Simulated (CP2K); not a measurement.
Two runs for the C K edge of methoxyacetaldehyde. Run A: CP2K XAS_TDP, all-electron GAPW, PBEh(45%), aug-cc-pVDZ, TDA, no relativity. Run B has a fault in its input.

First lines with a strength over 0.0015. A:

| atom | energy (eV) | states | strength, one atom |
| --- | --- | --- | --- |
| C1 (bonded to O and 3 H) | 284.66 | 1 | 0.0198 |
|  | 285.24 | 1 | 0.0190 |
|  | 285.42 | 1 | 0.0055 |
|  | 285.93 | 1 | 0.0231 |
|  | 286.19 | 1 | 0.0176 |
| C3 (bonded to C, O and 2 H) | 283.85 | 1 | 0.0018 |
|  | 285.36 | 1 | 0.0295 |
|  | 286.01 | 1 | 0.0172 |
|  | 286.23 | 1 | 0.0201 |
|  | 287.09 | 1 | 0.0052 |
| C4 (bonded to C, O and H) | 281.46 | 1 | 0.0687 |
|  | 286.80 | 1 | 0.0165 |
|  | 287.85 | 1 | 0.0025 |
|  | 288.41 | 1 | 0.0031 |
|  | 288.63 | 1 | 0.0030 |

B:

| atom | energy (eV) | states | strength, one atom |
| --- | --- | --- | --- |
| C1 (bonded to O and 3 H) | 283.62 | 1 | 0.0202 |
|  | 284.43 | 1 | 0.0354 |
|  | 285.72 | 1 | 0.0451 |
|  | 285.99 | 1 | 0.0455 |
|  | 286.37 | 1 | 0.0027 |
| C3 (bonded to C, O and 2 H) | 282.74 | 1 | 0.0022 |
|  | 284.60 | 1 | 0.0446 |
|  | 286.08 | 1 | 0.0480 |
|  | 286.37 | 1 | 0.0373 |
|  | 287.77 | 1 | 0.0111 |
| C4 (bonded to C, O and H) | 280.24 | 1 | 0.0639 |
|  | 286.83 | 1 | 0.0274 |
|  | 288.10 | 1 | 0.0123 |
|  | 289.64 | 1 | 0.0312 |
|  | 289.98 | 1 | 0.0161 |

**Question.** What went wrong in run B?

The basis is far too small (basis from aug-cc-pVDZ to 3-21G*). Against PBEh(45%) in aug-cc-pVDZ, the leading lines move by -1.04 eV (C1, to 283.62), -0.76 eV (C3, to 284.60) and -1.22 eV (C4, to 280.24). The next line of C1 over the strength cut lies 0.81 eV higher, against 0.58. Another fault could leave a like mark.

[Hosts, paths, dates, database ids (printed as entryN), source tags and the programs' standing remarks are cut or masked in the printed files.]
